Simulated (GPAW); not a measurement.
## Al2O2 monolayer: work function by functional and basis

How far do functional and basis move the work function of Al2O2 monolayer? Where a layer proves gapped, the work function hangs on where the smearing puts the Fermi level, and the band edges take its place.

Program: GPAW 26.7.0. Level of theory: GPAW, PAW setups; layer in a repeated cell with vacuum, relaxation of atoms and in-plane cell, in the first sound run; inputs show where later runs differ. Results are calculated unless marked as measured.

This is a report of a sequence of runs, with most program output left out.

### 1. Set-up

The cell holds 4 atoms: 2 O and 2 Al. Cell: a = 2.964 Å, b = 2.964 Å, c = 22.071 Å, α = 90.0°, β = 90.0°, γ = 120.0°. Vacuum lies along c.

### 2. Relaxation

Forces are removed first; all later runs use this geometry.

File run.py:

```python
import json
import numpy as np
from ase import Atoms
from ase.filters import FrechetCellFilter
from ase.optimize import BFGS
from gpaw import GPAW, PW

slab = Atoms(
    ['O', 'Al', 'Al', 'O'],
    positions=[
        [-0.00000, 1.71127, 9.00000],
        [0.00000, 0.00000, 9.82557],
        [0.00000, 0.00000, 12.24557],
        [-0.00000, 1.71127, 13.07114]],
    cell=[[2.964, 0.0, 0.0], [-1.482, 2.5669, 0.0], [0.0, 0.0, 22.0711]],
    pbc=[True, True, True])

slab.calc = GPAW(mode=PW(600), xc='PBE', kpts={'size': (12, 12, 1), 'gamma': True},
                 occupations={'name': 'fermi-dirac', 'width': 0.05}, nbands='200%',
                 convergence={'density': 1e-05}, maxiter=200,
                 symmetry={'tolerance': 1e-3}, txt='slab.txt')
result = {}
# The in-plane cell is free; stress needs a cell that repeats along all three vectors
path = []
opt = BFGS(FrechetCellFilter(slab, mask=[1, 1, 0, 0, 0, 1]), maxstep=0.2)
opt.attach(lambda: path.append((slab.get_potential_energy(), slab.positions.tolist(), slab.get_forces().tolist())))
result['relaxed'] = bool(opt.run(fmax=0.02, steps=45))
result['path'] = path
result['cell'] = slab.cell.tolist()
print('in-plane lattice', slab.cell.cellpar().round(4)[[0, 1, 5]])
energy = slab.get_potential_energy()
fermi = slab.calc.get_fermi_level()
v = slab.calc.get_electrostatic_potential().mean((0, 1)) - fermi
n = slab.calc.get_pseudo_density().mean((0, 1))
L = slab.cell[2, 2]
z = np.arange(len(v)) * L / len(v)
low, high = slab.positions[:, 2].min(), slab.positions[:, 2].max()
below, above = np.interp([low - 6.8, high + 6.8], z, v)
slopes = [np.interp(x, z, np.gradient(v, z)) for x in (low - 6.8, high + 6.8)]
eps = np.array([[slab.calc.get_eigenvalues(k, s) for k in range(len(slab.calc.get_ibz_k_points()))]
                for s in range(slab.calc.get_number_of_spins())]) - fermi
top, bottom = eps[eps < 0].max(), eps[eps > 0].min()
dipole = slab.get_dipole_moment()[2]
print(f'energy {energy:.4f} eV, Fermi level {fermi:.4f} eV, dipole {dipole:.5f} e A')
print(f'potential 6.8 A off the faces, from the Fermi level: lower {below:.4f} eV, upper {above:.4f} eV')
print(f'slope of the potential there: lower {slopes[0]:.5f}, upper {slopes[1]:.5f} eV/A')
print(f'nearest levels on the mesh: {top:.4f} and {bottom:.4f} eV')
print('magnetic moment', round(slab.get_magnetic_moment(), 3))
result.update(energy=energy, fermi=fermi, dipole=dipole, below=below, above=above, slopes=slopes, edges=[top, bottom],
              z=z.tolist(), v=v.tolist(), n=n.tolist(), positions=slab.positions.tolist(),
              forces=slab.get_forces(apply_constraint=False).tolist(), moments=slab.get_magnetic_moments().tolist())
json.dump(result, open('result.json', 'w'))
```

Run with:

```console
$ OMP_NUM_THREADS=1 OPENBLAS_NUM_THREADS=1 python run.py
```

It took 4.3 min on 1 thread of Arm Neoverse V1, shared host; peak memory 0.3 GiB.

Numbers from this step:

```yaml
dipole_along_the_normal: 3.55e-4 e·Å
levels_nearest_the_fermi_level_on_the_mesh: -0.6081, 0.6300 eV from the Fermi level
```

Electrostatic potential energy of an electron (without an applied field's), less the Fermi level, planar mean against z:

```
z (Å)  electrostatic potential energy of an electron (without an applied field's), less the Fermi level, planar mean (eV)
  0.0                                                                                                                4.43
  0.5                                                                                                                4.43
  1.0                                                                                                                4.43
  1.5                                                                                                                4.43
  2.0                                                                                                                4.43
  2.5                                                                                                                4.43
  3.0                                                                                                                4.43
  3.5                                                                                                                4.43
  4.0                                                                                                                4.43
  4.5                                                                                                                4.43
  5.0                                                                                                                4.43
  5.5                                                                                                                4.43
  6.0                                                                                                                4.43
  6.5                                                                                                                4.43
  7.0                                                                                                                4.41
  7.5                                                                                                                4.30
  8.0                                                                                                                3.66
  8.5                                                                                                              -0.242
  9.0                                                                                                               -16.0
  9.5                                                                                                               -16.3
 10.0                                                                                                               -12.6
 10.5                                                                                                               -2.60
 11.0                                                                                                                1.30
 11.5                                                                                                               -1.63
 12.0                                                                                                               -11.1
 12.5                                                                                                               -16.4
 13.0                                                                                                               -17.1
 13.5                                                                                                               -1.59
 14.0                                                                                                                3.43
 14.5                                                                                                                4.25
 15.0                                                                                                                4.39
 15.5                                                                                                                4.42
 16.0                                                                                                                4.43
 16.5                                                                                                                4.43
 17.0                                                                                                                4.43
 17.5                                                                                                                4.43
 18.0                                                                                                                4.43
 18.5                                                                                                                4.43
 19.0                                                                                                                4.43
 19.5                                                                                                                4.43
 20.0                                                                                                                4.43
 20.5                                                                                                                4.43
 21.0                                                                                                                4.43
 21.5                                                                                                                4.43
```

Table of pseudo valence density, planar mean by z:

```
z (Å)  pseudo valence density, planar mean (e/Å³)
  6.0                                      5.7e-5
  6.5                                      3.0e-4
  7.0                                     0.00162
  7.5                                     0.00922
  8.0                                      0.0565
  8.5                                       0.347
  9.0                                        1.02
  9.5                                       0.545
 10.0                                       0.184
 10.5                                       0.158
 11.0                                       0.151
 11.5                                       0.156
 12.0                                       0.175
 12.5                                       0.450
 13.0                                        1.01
 13.5                                       0.446
 14.0                                      0.0731
 14.5                                      0.0115
 15.0                                     0.00201
 15.5                                      3.8e-4
 16.0                                      7.6e-5
```

The relaxation lowered the energy of the cell by 0.457 eV (energies extrapolated to zero smearing; the optimiser's log prints free energies). The largest force left on a free atom is 0.0087 eV/Å.

### 3. Plane waves, PBE

With the geometry fixed, the planar mean of the potential gives the vacuum level on each side.

This step: GPAW, PAW setups; slab in vacuum (GPAW 26.7.0).

The cell differs from the one that the last finished run ended in (c 22.071 → 21.987 Å).

run.py: that of step 2 with these lines changed.

```diff
@@ -3,4 +3,2 @@
 from ase import Atoms
-from ase.filters import FrechetCellFilter
-from ase.optimize import BFGS
 from gpaw import GPAW, PW
@@ -10,22 +8,15 @@
     positions=[
-        [-0.00000, 1.71127, 9.00000],
-        [0.00000, 0.00000, 9.82557],
-        [0.00000, 0.00000, 12.24557],
-        [-0.00000, 1.71127, 13.07114]],
-    cell=[[2.964, 0.0, 0.0], [-1.482, 2.5669, 0.0], [0.0, 0.0, 22.0711]],
-    pbc=[True, True, True])
+        [0.00000, 1.70212, 9.00000],
+        [0.00000, 0.00000, 9.68085],
+        [-0.00000, -0.00000, 12.30588],
+        [0.00000, 1.70212, 12.98674]],
+    cell=[[2.94816, -0.0, 0.0], [-1.47408, 2.55318, 0.0], [0.0, 0.0, 21.9867]],
+    pbc=[True, True, False])
 
-slab.calc = GPAW(mode=PW(600), xc='PBE', kpts={'size': (12, 12, 1), 'gamma': True},
+slab.calc = GPAW(mode=PW(500), xc='PBE', kpts={'size': (12, 12, 1), 'gamma': True},
                  occupations={'name': 'fermi-dirac', 'width': 0.05}, nbands='200%',
                  convergence={'density': 1e-05}, maxiter=200,
+                 poissonsolver={'dipolelayer': 'xy'},
                  symmetry={'tolerance': 1e-3}, txt='slab.txt')
 result = {}
-# The in-plane cell is free; stress needs a cell that repeats along all three vectors
-path = []
-opt = BFGS(FrechetCellFilter(slab, mask=[1, 1, 0, 0, 0, 1]), maxstep=0.2)
-opt.attach(lambda: path.append((slab.get_potential_energy(), slab.positions.tolist(), slab.get_forces().tolist())))
-result['relaxed'] = bool(opt.run(fmax=0.02, steps=45))
-result['path'] = path
-result['cell'] = slab.cell.tolist()
-print('in-plane lattice', slab.cell.cellpar().round(4)[[0, 1, 5]])
 energy = slab.get_potential_energy()
```

The job ended after 19 s (1 thread; peak memory 0.2 GiB).

This step gave:

- dipole along the normal: 3.22e-4 e·Å
- levels nearest the Fermi level on the mesh: -0.6071, 0.6291 eV from the Fermi level
- upper work function: 4.429 eV
- lower work function: 4.437 eV
- upper ionisation energy: 5.036 eV

The electrostatic potential energy of an electron (without an applied field's), less the Fermi level, planar mean by z:

```csv
z (Å),"electrostatic potential energy of an electron (without an applied field's), less the Fermi level, planar mean (eV)"
0,4.43
1,4.44
2,4.44
3,4.44
4,4.44
5,4.43
6,4.43
7,4.40
8,3.53
9,-16.7
10,-11.7
11,1.34
12,-12.0
13,-16.6
14,3.57
15,4.39
16,4.42
17,4.43
18,4.43
19,4.43
20,4.43
21,4.43
```

Table of pseudo valence density, planar mean by z:

z (Å), pseudo valence density, planar mean (e/Å³) and a bar:
```
        6       0.00 
        7       0.00 
        8       0.07 ##
        9       1.02 ##############################
       10       0.18 #####
       11       0.15 ####
       12       0.18 #####
       13       1.03 ##############################
       14       0.06 ##
       15       0.00 
       16       0.00
```

The layer is gapped, so the Fermi level lies somewhere inside the gap, set by smearing and numerics, and these work functions are no property of the material; the band edges below the vacuum level are. The potential is flat to 0.001 eV/Å where it is read, so the vacuum is wide enough.

### 4. Self-consistent run: xc = "revPBE"

The same geometry under revPBE, to see how far the functional moves the levels against the vacuum.

run.py: that of step 3 with these lines changed.

```diff
@@ -15,3 +15,3 @@
 
-slab.calc = GPAW(mode=PW(500), xc='PBE', kpts={'size': (12, 12, 1), 'gamma': True},
+slab.calc = GPAW(mode=PW(500), xc='revPBE', kpts={'size': (12, 12, 1), 'gamma': True},
                  occupations={'name': 'fermi-dirac', 'width': 0.05}, nbands='200%',
```

Wall time 20 s (1 thread); peak memory 0.2 GiB.

This step gave:

```
levels nearest the Fermi level on the mesh : -0.6053, 0.6278 eV from the Fermi level
upper work function                        : 4.294 eV
lower work function                        : 4.302 eV
upper ionisation energy                    : 4.899 eV
```

Table of electrostatic potential energy of an electron (without an applied field's), less the Fermi level, planar mean by z:

z (Å), electrostatic potential energy of an electron (without an applied field's), less the Fermi level, planar mean (eV) and a bar from the least value:
```
        0        4.3 ##############################
        1        4.3 ##############################
        2        4.3 ##############################
        3        4.3 ##############################
        4        4.3 ##############################
        5        4.3 ##############################
        6        4.3 ##############################
        7        4.3 ##############################
        8        3.4 #############################
        9      -16.8 
       10      -11.8 #######
       11        1.3 ##########################
       12      -12.1 #######
       13      -16.7 
       14        3.4 #############################
       15        4.3 ##############################
       16        4.3 ##############################
       17        4.3 ##############################
       18        4.3 ##############################
       19        4.3 ##############################
       20        4.3 ##############################
       21        4.3 ##############################
```

The pseudo valence density, planar mean by z:

```
z (Å)  pseudo valence density, planar mean (e/Å³)
    6                                      7.5e-5
    7                                     0.00188
    8                                      0.0660
    9                                        1.02
   10                                       0.179
   11                                       0.152
   12                                       0.180
   13                                        1.03
   14                                      0.0630
   15                                     0.00178
   16                                      7.2e-5
```

Force by atom:

```
atom  x (eV/Å)  y (eV/Å)  z (eV/Å)   size
  O1     0.000     0.000    -0.198  0.198
 Al2     0.000     0.000     0.127  0.127
 Al3     0.000     0.000    -0.127  0.127
  O4     0.000     0.000     0.198  0.198
```

The highest filled level lies 0.605 eV under the Fermi level, so the ionisation energy from the upper face is 4.294 + 0.605 = 4.899 eV, against 5.036 eV in the base run.

### 5. Self-consistent run: xc = "vdW-DF2"

The same geometry under vdW-DF2, to see how far the functional moves the levels against the vacuum (the van der Waals functionals take revPBE setups).

run.py: that of step 4 with these lines changed.

```diff
@@ -15,3 +15,3 @@
 
-slab.calc = GPAW(mode=PW(500), xc='revPBE', kpts={'size': (12, 12, 1), 'gamma': True},
+slab.calc = GPAW(mode=PW(500), xc='vdW-DF2', kpts={'size': (12, 12, 1), 'gamma': True},
                  occupations={'name': 'fermi-dirac', 'width': 0.05}, nbands='200%',
```

Run time: 74 s. Hardware: 1 thread; peak memory 0.36 GiB.

Numbers from this step:

```
levels nearest the Fermi level on the mesh : -0.8462, 0.8653 eV from the Fermi level
upper work function                        : 4.887 eV
lower work function                        : 4.895 eV
upper ionisation energy                    : 5.733 eV
```

The highest filled level lies 0.846 eV under the Fermi level, so the ionisation energy from the upper face is 4.887 + 0.846 = 5.733 eV, against 5.036 eV in the base run.

[end of part 1 of 2]

[Logs are printed without paths, hosts, clocks, repeated set-up lines and the standing remarks that a program may print on its own settings, such as how far it seeks lower states.]

[Hosts, paths, dates, database ids (printed as entryN), source tags and the programs' standing remarks are cut or masked in the printed files.]
